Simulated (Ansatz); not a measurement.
# Is Ti-Re-Re-Ti stack of (100) layers a stable metal?, part 2 of 2

Question: is the lattice of Ti-Re-Re-Ti stack of (100) layers stable, and if so, what are its coupling constant and resistivity?

Ansatz 0.2.0; DFT PBEsol, scalar-relativistic, plane waves, PAW; PAW set soft_1.

So far: Starting point; Rough relaxation; Relaxing cell and atoms.

**4. Relaxing tightly for phonons**

Phonons are second derivatives about the minimum, so the remaining forces must be small: the thresholds are tightened.

Input file input.yaml:

```yaml
crystal:
  lattice:
    - [2.8814820839, 0.0, 0.0]
    - [0.0, 2.8814820839, 0.0]
    - [0.0, 0.0, 35.466521122]
  atoms:
    - { symbol: Ti, position: [0.0, 0.0, 0.1641814691] }
    - { symbol: Re, position: [0.5, 0.5, 0.2136477345] }
    - { symbol: Re, position: [0.0, 0.0, 0.2609762057] }
    - { symbol: Ti, position: [0.5, 0.5, 0.3104424711] }
  periodic: [true, true, false]
kpoints:
  mp_grid: { grid: [10, 10, 1] }
hamiltonian:
  xc: pbesol
  pseudopotentials: { kind: paw, azcp: { folder: soft_1 }, xc_functional: pbe }
scf:
  occupations: { method: methfessel_paxton, width: 0.2 }
output:
  forces: true
  stress: true
  eigenvalues: true
relax:
  adjacent_minimum: "off"
  f_tol: 0.001
  max_steps: 60
  cell: { stress_2d_tol: 0.002 }
```

Launch:

```
$ ansatz run input.yaml --threads 4 --pin off --max-ram 12288MiB --backend cpu --events-out ev --progress --plain --runs-dir out
```

Numbers of over 12 decimals in the logs are rounded to 6 here.

What it wrote:

```text
[the first part of the log is left out]
  E_aug_tail   = -0.000042  (compensation charges beyond the density's cutoff)
  E_ewald      = 100968.827369
  E_core_change = 0.745422  (= ΣΔE_core)
  E_smearing   = 0.003658  (= −TS)
  E_closure    = -0.000000  (closes the sum)
  Σ components = -26422.822689   (vs F -26422.822689, Δ=0.00e0)
--- Forces (eV/Å), atoms counted from 1 ---
  atom   1  Ti     0.00000000     0.00000000     0.00006788
  atom   2  Re    -0.00000000     0.00000000    -0.00055339
[...]
0.000000       0.000000       0.000000
  P = ½ c Tr σ = -0.0001 N/m
--- Band table (eV; the first three rows and the last of 21) ---
[...]
--- Relaxed structure (4 steps of the walk, 4 accepted, 1 SCFs on fresh bases) ---
[...]
cell:  # Å, volume = 293.9939 Å³
    - [2.879121, 0, 0.0]
    - [0, 2.879121, 0.0]
    - [0.0, 0.0, 35.466521122]
  atoms:
    - { symbol: Ti, position: [0, 0, 0.164066] }
    - { symbol: Re, position: [0.500000, 0.500000, 0.213619] }
    - { symbol: Re, position: [0, 0, 0.261005] }
    - { symbol: Ti, position: [0.500000, 0.500000, 0.310558] }
```

Run time: 22 s. Hardware: 4 threads of Arm Neoverse V1, shared host; peak memory 0.73 GiB.

Little changed from the start: no atom moved by 0.005 Å and no cell edge by 0.1 %.

**5. Phonons by linear response: q 2×2×1, k 6×6×1**

Couplings are defined for a stable lattice alone, so phonons come first.

input.yaml, the sections that differ from step 4:

```yaml
crystal:
  lattice:
    - [2.8791206461, 0.0, 0.0]
    - [0.0, 2.8791206461, 0.0]
    - [0.0, 0.0, 35.466521122]
  atoms:
    - { symbol: Ti, position: [0.0, 0.0, 0.1640656267] }
    - { symbol: Re, position: [0.5, 0.5, 0.213618776] }
    - { symbol: Re, position: [0.0, 0.0, 0.2610051642] }
    - { symbol: Ti, position: [0.5, 0.5, 0.3105583135] }
  periodic: [true, true, false]
kpoints:
  mp_grid: { grid: [6, 6, 1] }
output:
  eigenvalues: true
phonons:
  method: dfpt
  qmesh: [2, 2, 1]
  temperatures: { t_max: 1000, t_step: 50 }
  qpath:
    path: [[0.0, 0.0, 0.0], [0.0, 0.5, 0.0], [0.5, 0.5, 0.0], [0.0, 0.0, 0.0]]
    npoints: 10
# hamiltonian, scf: as in step 4
# relax: removed
```

What it wrote:

```text
Warning: crystal.symmetry: narrowed to the stabiliser of the run's FFT grids — unitary ops 16 → 8. A phonons.method: dfpt run fills in the rows of the dynamical matrix that it does not solve by its symmetry operations, which is exact only for operations that map its FFT grids onto themselves: filled in by any other, the frequencies could depend on the order in which like atoms are typed, or, by more than the grids' own error, on where the crystal sits among the grids' points. Excluded: 8 operations. The run can therefore solve more perturbations, solve them on more k-points, or both, and cost more. [rest of the remark cut]
[...]
Crystal: 4 atoms, lattice volume = 293.994 Å³
Basis set: ecut = 420 eV, 5707 PW (Γ), exchange–correlation on 40×40×480 points (8 copies of the dense FFT grid, shifted against one another)
Bands: 33, of which v1, the nominal top of the filled ones, is band 27 counted from 1 (26 counted from 0)
Symmetry: 16 space group operations
k-points: 10 of 36 (irreducible under 8 space group operations)
[...]
SCF iter   1: F=—  HF=-26426.387562 eV  |F-HF|=—  |Δ(HF+E_count)|=         —  Δρ=3.94e-2  dr2=3.28e1  ethr=3.10e-3  ⟨swp⟩=11.7  Hψ=2343  notcnv=0
[...]
SCF iter   2: F=—  HF=-26428.850689 eV  |F-HF|=—  |Δ(HF+E_count)|=    2.46e0  S|Δr|=    0.00e0  Δρ=4.22e-2  dr2=1.67e2  ethr=3.10e-3  ⟨swp⟩=10.5  Hψ=4161  notcnv=0  recentre
automatic band count: the SCF goes on with 39 bands, as 33 were too few: they end inside the smearing window of the response
SCF iter   3: F=—  HF=-26423.492666 eV  |F-HF|=—  |Δ(HF+E_count)|=    5.36e0  S|Δr|=    0.00e0  Δρ=1.83e-2  dr2=1.04e1  ethr=3.10e-3  ⟨swp⟩=7.0  Hψ=1322  notcnv=0  defer=25
[...]
SCF iter  19: F=-26422.760330 eV  HF=-26422.760330 eV  |F-HF|=6.18e-11  |Δ(HF+E_count)|=  3.17e-10  S|Δr|=    0.00e0  Δρ=2.63e-8  dr2=1.63e-12  ethr=1.00e-12  ⟨swp⟩=31.7  Hψ=4138  notcnv=0
SCF 1 converged in 19 iterations: F = -26422.760330 eV  dr2 = 1.63e-12
[...]
phonons: the bands overlap, so this run is a metal and interpolates without the dipole-dipole term. If the crystal is really an insulator or semiconductor, its LO-TO splitting is missing
NSCF: frozen V_eff on 10 k-points
[...]
DFPT response loops at q = (0, 0, 0) (fractional): preconditioner auto → none (partly filled bands, converged f_vac=0.721); β = 0.50; Broyden in place of MSR1
[...]
SCF converged after 19 iterations
Stability not checked: this state was not tested for a lower state beside it, because cold or Methfessel-Paxton smearing, or corrected tetrahedra, fill the levels in a way that the test cannot read (fill_not_monotonic; see scf.lower_state_search)
Free energy (F): -26422.760330 eV
[...]
Internal energy: -26422.738633 eV  (E = F + TS)
E sigma→0 (E₀):  -26422.754906 eV
Entropy (-TS):   -0.021698 eV (-5.424 meV/atom)
Fermi energy:    -4.498986 eV
[...]
--- Band table (eV; the first three rows and the last of 10) ---
  k-point 0: bands = [... 23 lower, -6.2407, -5.3582, -4.8958, -4.6320, -4.6086, -4.3529, -4.1905, -4.1905, ... 8 higher]
  k-point 1: bands = [... 23 lower, -6.2848, -5.5846, -5.0558, -4.8571, -4.6300, -4.4769, -3.8810, -3.7059, ... 8 higher]
  k-point 2: bands = [... 23 lower, -5.8527, -5.6932, -5.3915, -4.9154, -4.7447, -4.3511, -4.2337, -4.1707, ... 8 higher]
  k-point 9: bands = [... 23 lower, -6.9128, -4.8475, -4.8475, -2.5427, -2.5427, -2.4551, -2.4551, -1.6546, ... 8 higher]
  ° read free of the cell's end (the report's vacuum.weakly_bound_levels)
--- Phonons (Γ-DFPT): 8 representative perturbations + reference (Σ response iterations 52) ---
  ASR residual: 3.103e-5 → 0.000e0 eV/Å²; symmetrization residual: 3.409e-5 eV/Å²
  The last average, over the group as it would stand without the narrowing to the FFT grids, took up to 1.067e-5 eV/Å² of the zone centre's force constants
  ASR residual per site (eV/Å²): 1.22e-5 3.07e-5 3.10e-5 6.73e-6
  Γ frequencies (cm⁻¹): -80.36 -80.36 0.00 0.00 0.00 45.74 45.74 134.60 134.60 151.44 179.81 253.25
--- Phonons (arbitrary-q DFPT): 3 irreducible q on the 2×2×1 mesh ---
  q = [0.0000, 0.0000, 0.0000] (star 1, of the zone-centre solve; hermiticity 4.50e-6, symmetrization 7.63e-13, taken by the last average 7.04e-7): -80.36 -80.36 -0.00 -0.00 0.00 45.74 45.74 134.60 134.60 151.44 179.81 253.25
  q = [0.0000, -0.5000, 0.0000] (star 2, 12 solved perturbations on 16 of 36 k-point pairs; hermiticity 4.50e-7, symmetrization 1.32e-8, taken by the last average 3.75e-7): -154.25 -154.25 74.65 74.65 118.91 118.91 145.80 145.80 204.64 204.64 236.85 236.85
  q = [-0.5000, -0.5000, 0.0000] (star 1, 8 solved perturbations in 104 linear systems a pass and spin channel, the states on 16 of 36 k-point pairs; hermiticity 1.67e-6, symmetrization 3.73e-8, taken by the last average 4.57e-7): 104.54 104.54 133.70 133.70 138.86 138.86 189.72 189.72 199.97 199.97 224.29 224.29
  sum rule: each row above includes the acoustic sum rule's correction from the zone centre's row sums; it moved no ω² by more than (0.26 cm⁻¹)²
  mesh force constants: q→R imaginary residual 1.72e-17; ASR residual 3.103e-5 → 0.000e0 eV/Å²; symmetrization residual 1.421e-14 eV/Å²
  interpolated dispersion: 31 rows × 12 modes
  density of states and harmonic sums: on the 22×22×1 q-mesh, interpolated from the force constants of a 2×2×1 supercell (no non-analytic term)
  largest difference from the sums on the solved wave vectors: F 1.95e-1 eV, S 2.62e-4 and C_V 7.31e-5 eV/K
  zero-point energy: 0.094106 eV/cell   skipped modes (ω ≤ 0): 116, of them read as no rigid motion or as one in doubt: 113 (1.467e0 modes/cell left out, lowest -154.59 cm⁻¹)   left out of the sums: 1.23e-1 of the cell's modes: C_V's classical limit lies that fraction below 3 k_B per atom; for a crystal, a wire or a layer, F and S can be off by more, and a phonons.interpolated_qmesh denser along its periods is the remedy for the sampling
```

Wall time 2.8 min (4 threads); peak memory 1.2 GiB.

Numbers from this step:

| Quantity | Value |
| --- | --- |
| share of imaginary modes in the plain interpolation between solved wavevectors | 0.126 |
| highest frequency, solved or plainly interpolated | 253.3 cm⁻¹ |

Solved on the 2×2×1 mesh alone; all other wavevectors are interpolated. The phonon branches at the labelled points (cm⁻¹):

| point | branch 1 | branch 2 | branch 3 | branch 4 | branch 9 | branch 10 | branch 11 | branch 12 |
| --- | --- | --- | --- | --- | --- | --- | --- | --- |
| Γ | -80 | -80 | 0 | 0 | 135 | 151 | 180 | 253 |
| halfway | -126 | -102 | -18 | 58 | 142 | 194 | 215 | 224 |
| X | -154 | -154 | 75 | 75 | 205 | 205 | 237 | 237 |
| halfway | 69 | 69 | 96 | 96 | 204 | 204 | 222 | 222 |
| M | 104 | 104 | 134 | 134 | 200 | 200 | 224 | 224 |
| halfway | -14 | 51 | 102 | 102 | 188 | 190 | 204 | 206 |
| Γ | -80 | -80 | 0 | 0 | 135 | 151 | 180 | 253 |

Lowest modes at the softest wavevector of the mesh. The modes at q = (0.000, 0.500, 0.000) (shares of kinetic energy by element, %) (negative means imaginary):

```
mode  frequency (cm⁻¹)  Ti %  Re %
   1            -154.2   100     0
   2            -154.2   100     0
   3              74.7    22    78
   4              74.7    22    78
   5             118.9     0   100
   6             118.9     0   100
```

Displacements in mode 1 (-154.2 cm⁻¹), the largest set to 1, in the home cell:
```
Ti1 1.00 0.00 0.00
Re2 0.00 0.00 0.00
Re3 0.01 0.00 0.00
Ti4 0.00 0.00 0.00
```

Displacements in mode 5 (118.9 cm⁻¹), the largest set to 1, in the home cell (x, y, z of the real part, then of the imaginary part):
```
Ti1 -0.01  0.00  0.00 -0.01  0.00  0.00
Re2 -1.00  0.00  0.00  0.02  0.00  0.00
Re3  0.20  0.00  0.00  0.10  0.00  0.00
Ti4  0.05  0.00  0.00  0.00  0.00  0.00
```

Among the solved wavevectors the lowest mode, translations apart, is -154 cm⁻¹, imaginary.

**6. Phonons: q 2×2×1, k 8×8×1**

An imaginary mode on so few k-points may come from the sampling, so the phonons are repeated with another k mesh.

Changes to input.yaml since step 5:

```diff
@@ -12,3 +12,3 @@
 kpoints:
-  mp_grid: { grid: [6, 6, 1] }
+  mp_grid: { grid: [8, 8, 1] }
 hamiltonian:
```

The mesh is denser.

What it wrote:

```text
[...]
Crystal: 4 atoms, lattice volume = 293.994 Å³
Basis set: ecut = 420 eV, 5707 PW (Γ), exchange–correlation on 40×40×480 points (8 copies of the dense FFT grid, shifted against one another)
Bands: 33, of which v1, the nominal top of the filled ones, is band 27 counted from 1 (26 counted from 0)
Symmetry: 16 space group operations
k-points: 15 of 64 (irreducible under 8 space group operations)
[...]
SCF iter   1: F=—  HF=-26426.374409 eV  |F-HF|=—  |Δ(HF+E_count)|=         —  Δρ=3.94e-2  dr2=3.28e1  ethr=3.10e-3  ⟨swp⟩=11.6  Hψ=3584  notcnv=0
[...]
SCF iter  15: F=-26422.824913 eV  HF=-26422.824913 eV  |F-HF|=7.64e-11  |Δ(HF+E_count)|=  3.13e-10  S|Δr|=    0.00e0  Δρ=2.82e-8  dr2=2.44e-12  ethr=1.00e-12  ⟨swp⟩=23.8  Hψ=4880  notcnv=0
[...]
SCF 1 converged in 15 iterations: F = -26422.824913 eV  dr2 = 2.44e-12
[...]
WARN: eigensolver did not converge (k=12): 1 band(s) unlocked after 3 eigensolves, warm-restarted (20 sweeps on the last) at ethr=1.95e-12 eV (storage-precision floor; scheduled 1.00e-12 eV) (lowest unlocked band 38, counted from 0; max residual 8.28e-6 eV among the unlocked bands, 8.28e-6 eV over every band; other slots of this pass that fall short are told together in one closing line; warning suppressed until the next SCF loop or pass starts)
[...]
SCF converged after 15 iterations
[...]
Free energy (F): -26422.824913 eV
[...]
Internal energy: -26422.820683 eV  (E = F + TS)
E sigma→0 (E₀):  -26422.823856 eV
Entropy (-TS):   -0.004231 eV (-1.058 meV/atom)
Fermi energy:    -4.514779 eV
[...]
--- Band table (eV; the first three rows and the last of 15) ---
  k-point 0: bands = [... 23 lower, -6.2102, -5.3296, -4.8561, -4.5924, -4.5804, -4.3217, -4.1560, -4.1560, ... 8 higher]
  k-point 1: bands = [... 23 lower, -6.2255, -5.2212, -4.9888, -4.9404, -4.6252, -4.4757, -3.9078, -3.5629, ... 8 higher]
  k-point 2: bands = [... 23 lower, -6.3132, -6.1550, -4.9801, -4.8931, -4.7053, -4.3038, -4.0328, -3.9882, ... 8 higher]
  k-point 14: bands = [... 23 lower, -6.8802, -4.8108, -4.8108, -2.5012, -2.5012, -2.4174, -2.4174, -1.6216, ... 8 higher]
  ° read free of the cell's end (the report's vacuum.weakly_bound_levels)
[...]
ASR residual: 5.132e-5 → 0.000e0 eV/Å²; symmetrization residual: 4.142e-5 eV/Å²
[...]
ASR residual per site (eV/Å²): 3.13e-5 5.02e-5 5.13e-5 2.97e-5
[...]
--- Phonons (arbitrary-q DFPT): 3 irreducible q on the 2×2×1 mesh ---
[...]
interpolated dispersion: 31 rows × 12 modes
[...]
```

It took 4.1 min on 4 threads; peak memory 1.4 GiB.

Numbers from this step:

```yaml
share_of_imaginary_modes_in_the_plain_interpolation_between_solved_wavevectors: 0.0633
highest_frequency_solved_or_plainly_interpolated: 256.6 cm⁻¹
```

Solved on the 2×2×1 mesh alone; all other wavevectors are interpolated. The phonon branches at the labelled points (cm⁻¹):

```csv
point,branch 1,branch 2,branch 3,branch 4,branch 9,branch 10,branch 11,branch 12
Γ,-72,-72,0,0,146,165,199,257
halfway,-85,23,29,88,158,205,223,232
X,-80,-80,90,90,225,225,242,242
halfway,101,101,132,132,226,226,231,231
M,123,123,142,142,231,231,234,234
halfway,56,96,112,118,196,200,214,216
Γ,-72,-72,0,0,146,165,199,257
```

Lowest modes at the softest wavevector of the mesh. Modes at q = (0.000, 0.500, 0.000), with each element's share of the kinetic energy (negative means imaginary):

| mode | frequency (cm⁻¹) | Ti % | Re % |
| --- | --- | --- | --- |
| 1 | -79.8 | 99 | 1 |
| 2 | -79.8 | 99 | 1 |
| 3 | 90.5 | 14 | 86 |
| 4 | 90.5 | 14 | 86 |
| 5 | 126.5 | 1 | 99 |
| 6 | 126.5 | 1 | 99 |

Displacements in mode 1 (-79.8 cm⁻¹), the largest set to 1, in the home cell:
```
Ti1 1.00 0.00 0.00
Re2 0.00 0.00 0.00
Re3 0.05 0.00 0.00
Ti4 0.00 0.00 0.00
```

Displacements in mode 3 (90.5 cm⁻¹), the largest set to 1, in the home cell (x, y, z of the real part, then of the imaginary part):
```
Ti1  0.00 -0.40 -0.53  0.00  0.08 -0.03
Re2  0.00 -0.57 -0.54  0.00 -0.03  0.10
Re3  0.00  0.31  1.00  0.00 -0.06  0.05
Ti4  0.00  0.74  0.28  0.00  0.04 -0.05
```

The modes has structure finer than the step of the table below, so its rows give means over 10 cm⁻¹, whole bins alone (the curve runs from -98.2 to 274 cm⁻¹). Peaks (cm⁻¹: height): Re 93.9: 0.0499, 133.7: 0.0637, 171.2: 0.0282, 225.1: 0.0606; Ti -77.1: 0.0205, 129.0: 0.0363, 150.1: 0.0335, 168.9: 0.0590, 222.7: 0.0857.

Phonopy on the run's constants, 19x19x1 mesh, Gaussian sigma 2.7 cm⁻¹. The modes by wavenumber; means over each step; values in 1/cm⁻¹/cell:

```
wavenumber (cm⁻¹)       Re       Ti
              -90   2.7e-5  0.00384
              -80   2.8e-4   0.0153
              -70  0.00101   0.0135
              -60  0.00164  0.00675
              -50  0.00212   0.0113
              -40  0.00168  0.00641
              -30  0.00202  0.00379
              -20   9.8e-4  0.00320
              -10  0.00120   9.1e-4
                0   6.2e-4   1.6e-4
               10   7.7e-4   6.9e-4
               20  0.00290  0.00400
               30  0.00686  0.00520
               40  0.00731  0.00728
               50  0.00823  0.00541
               60   0.0111  0.00818
               70   0.0138   0.0110
               80   0.0254   0.0110
               90   0.0395   0.0120
              100   0.0387   0.0187
              110   0.0349   0.0202
              120   0.0382   0.0179
              130   0.0540   0.0316
              140   0.0465   0.0201
              150   0.0232   0.0296
              160   0.0195   0.0285
              170   0.0276   0.0532
              180   0.0241   0.0306
              190   0.0113   0.0133
              200   0.0160   0.0232
              210   0.0218   0.0366
              220   0.0455   0.0706
              230   0.0464   0.0516
              240   0.0210   0.0179
              250  0.00329  0.00526
              260   5.2e-4   9.9e-4
```

No LO-TO term; unit eigenvectors of the mass-weighted matrix. The modes at Γ (shares of kinetic energy by element, %) (negative means imaginary):

```csv
mode,frequency (cm⁻¹),symmetry,Ti %,Re %
1,-72.0,Eg,99,1
2,-72.0,Eg,99,1
3,0.0,unnamed,20,80
4,0.0,unnamed,20,80
5,0.0,unnamed,20,80
6,107.5,Eu,80,20
7,107.5,Eu,80,20
8,145.5,Eg,1,99
9,145.5,Eg,1,99
10,164.7,A1g,35,65
11,198.9,A2u,80,20
12,256.6,A1g,65,35
```

Displacements in mode 2 (-72.0 cm⁻¹), the largest set to 1:
```
Ti1 -0.31 -1.00  0.00
Re2  0.02  0.06  0.00
Re3 -0.02 -0.06  0.00
Ti4  0.31  1.00  0.00
```

Displacements in mode 6 (107.5 cm⁻¹), the largest set to 1:
```
Ti1 -0.06  1.00  0.00
Re2  0.01 -0.26  0.00
Re3  0.01 -0.26  0.00
Ti4 -0.06  1.00  0.00
```

Among the solved wavevectors the lowest mode, translations apart, is -79.8 cm⁻¹, imaginary.

**7. Results**

```yaml
phonon_run_of_the_rows_without_a_label_of_their_own: PBEsol, q 2×2×1, k 8×8×1
softest_mode_on_the_q_mesh: -79.8 cm⁻¹ at q = (0, 0.5, 0)
highest_frequency_solved_or_plainly_interpolated: 257 cm⁻¹
```

The lattice is dynamically unstable at this level: a mode at q = (0, 0.5, 0) is imaginary, 79.8i cm⁻¹, so no harmonic coupling constant or resistivity is defined for this structure. These meshes are coarse, and single modes of a metal can move by tens of cm⁻¹ with the k mesh. Spin–orbit coupling, left out here, matters for Re. The phonon runs are not spin-polarised. The PAW files were made for PBE; under other functionals the run regenerates their frozen core. The structure was built by hand as an ordered model, and its stability against other phases was not tested.

[Logs are printed without paths, hosts, clocks, repeated set-up lines and the standing remarks that a program may print on its own settings, such as how far it seeks lower states.]

[Hosts, paths, dates, database ids (printed as entryN), source tags and the programs' standing remarks are cut or masked in the printed files.]
